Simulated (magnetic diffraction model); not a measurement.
# Which magnetic order? Tm₂CoS₄

Space group Fmm2 (no. 42), a = 6.5260 Å, b = 14.0400 Å, c = 6.6060 Å.

| site | atom | x | y | z |
| --- | --- | --- | --- | --- |
| 8c | Tm | 0 | 0.3508 | 0.9997 |
| 4a | Co | 1/2 | 0 | 0.5225 |
| 8d | S | 0.7414 | 0 | 0.7782 |
| 8b | S | 1/4 | 1/4 | 0.7513 |

This is a made-up structure (elements placed in a structure type, unrelaxed), so the numbers test the method and describe no known phase.

Only Tm and Co are taken to order (form factors of Tm3+ and Co2+); orders and moment sizes are assumed, and not adapted to the symmetry. Radiation: neutrons of λ = 1.909 Å, 3° to 50°; isotropic B of 0.56 Å² (Tm), 0.59 Å² (Co) and 0.85 Å² (S). The intensities are simulated: I ∝ L Σ (|F_N|² + |F_M⊥|²) for unpolarised neutrons, with F_M = 2.695 fm/μB × Σ f(s) S exp(2πi Q·r) exp(−B s²) at Q = H ± k (one set where k and −k are equivalent), only the part normal to Q counting and L = 1/(sin²θ cos θ). For collinear order S is the moment m, which repeats by lattice and centring translations R with the sign exp(−2πi k·R). Form factors are spin-only for 3d ions and dipole or tabulated for f ions, scattering lengths are Sears's of 1992, and absorption is left out. A label names one of the reflections at its angle. The strongest nuclear line in the range is 100, and lines under 0.2 are left out.

Above the ordering temperature:

| 2θ (°) | index | I |
| --- | --- | --- |
| 15.63 | (0 2 0) | 1.4 |
| 25.01 | (1 1 1) | 25.5 |
| 31.56 | (0 4 0) | 0.6 |
| 33.59 | (0 0 2) | 3.3 |
| 33.67 | (1 3 1) | 100.0 |
| 34.02 | (2 0 0) | 2.8 |
| 37.25 | (0 2 2) | 0.6 |
| 37.64 | (2 2 0) | 0.5 |
| 46.76 | (0 4 2) | 44.2 |
| 46.81 | (1 5 1) | 1.8 |
| 47.08 | (2 4 0) | 44.4 |
| 48.15 | (0 6 0) | 9.6 |
| 48.56 | (2 0 2) | 76.9 |

Below it (cell unchanged):

```
2θ (°)      I
 15.63    1.4
 16.82   89.1
 18.38   46.9
 23.04   72.8
 25.01   25.5
 28.95   34.6
 31.56    0.6
 33.59    3.3
 33.67  100.0
 34.02    2.8
 35.97   92.3
 37.25    0.6
 37.64    0.5
 37.80    7.5
 38.94   77.4
 41.13   11.6
 43.35    2.5
 45.26   36.2
 46.76   44.2
 46.81    1.8
 47.08   44.4
 48.15    9.6
 48.56   76.9
```

**Question.** Find the propagation vector, then choose among these models:
A. collinear moments along [111], 4.2 μB on Tm and 2.74 μB on Co; signs + at (0, 0.3508, 0.9997), − at (1/2, 0.1492, 0.9997), + at (1/2, 0, 0.5225)
B. collinear moments along [111], 4.2 μB on Tm and 2.74 μB on Co; signs + at (0, 0.3508, 0.9997), − at (1/2, 0.1492, 0.9997), − at (1/2, 0, 0.5225)
C. collinear moments along [001], 4.2 μB on Tm and 2.74 μB on Co; signs + at (0, 0.3508, 0.9997), − at (1/2, 0.1492, 0.9997), + at (1/2, 0, 0.5225)
D. collinear moments along [001], 4.2 μB on Tm and 2.74 μB on Co; signs + at (0, 0.3508, 0.9997), − at (1/2, 0.1492, 0.9997), − at (1/2, 0, 0.5225)

The new lines index as (1 0 0) at 16.82°, (0 1 1) at 18.38°, (1 2 0) at 23.04° and (0 3 1) at 28.95°, that is as H ± k with k = (1 0 0). The indices are whole but break the lattice centring, so the moments reverse under a centring translation, those with k·t a half-integer.

Magnetic intensity, observed (below minus above) and for each model:

| 2θ (°) | index | observed | A | B | C | D |
| --- | --- | --- | --- | --- | --- | --- |
| 16.82 | (1 0 0) | 89.1 | 75.7 | 279.9 | 89.1 | 329.4 |
| 18.38 | (0 1 1) | 46.9 | 193.6 | 19.2 | 46.9 | 4.7 |
| 23.04 | (1 2 0) | 72.8 | 43.5 | <0.2 | 72.8 | <0.2 |
| 28.95 | (0 3 1) | 34.6 | 25.2 | 91.0 | 34.6 | 124.8 |
| 35.97 | (1 4 0) | 92.3 | 39.4 | 9.3 | 92.3 | 21.8 |
| 37.80 | (1 0 2) | 7.5 | 31.0 | 92.6 | 7.5 | 22.3 |
| 38.94 | (2 1 1) | 77.4 | 78.8 | 10.7 | 77.4 | 10.5 |
| 45.26 | (2 3 1) | 36.2 | 29.4 | 91.2 | 36.2 | 112.6 |

Model C matches.

The structure used: k = (1 0 0), collinear moments along [001], 4.2 μB on Tm and 2.74 μB on Co; signs + at (0, 0.3508, 0.9997), − at (1/2, 0.1492, 0.9997), + at (1/2, 0, 0.5225).

[Logs are printed without paths, hosts, clocks, repeated set-up lines and the standing remarks that a program may print on its own settings, such as how far it seeks lower states.]
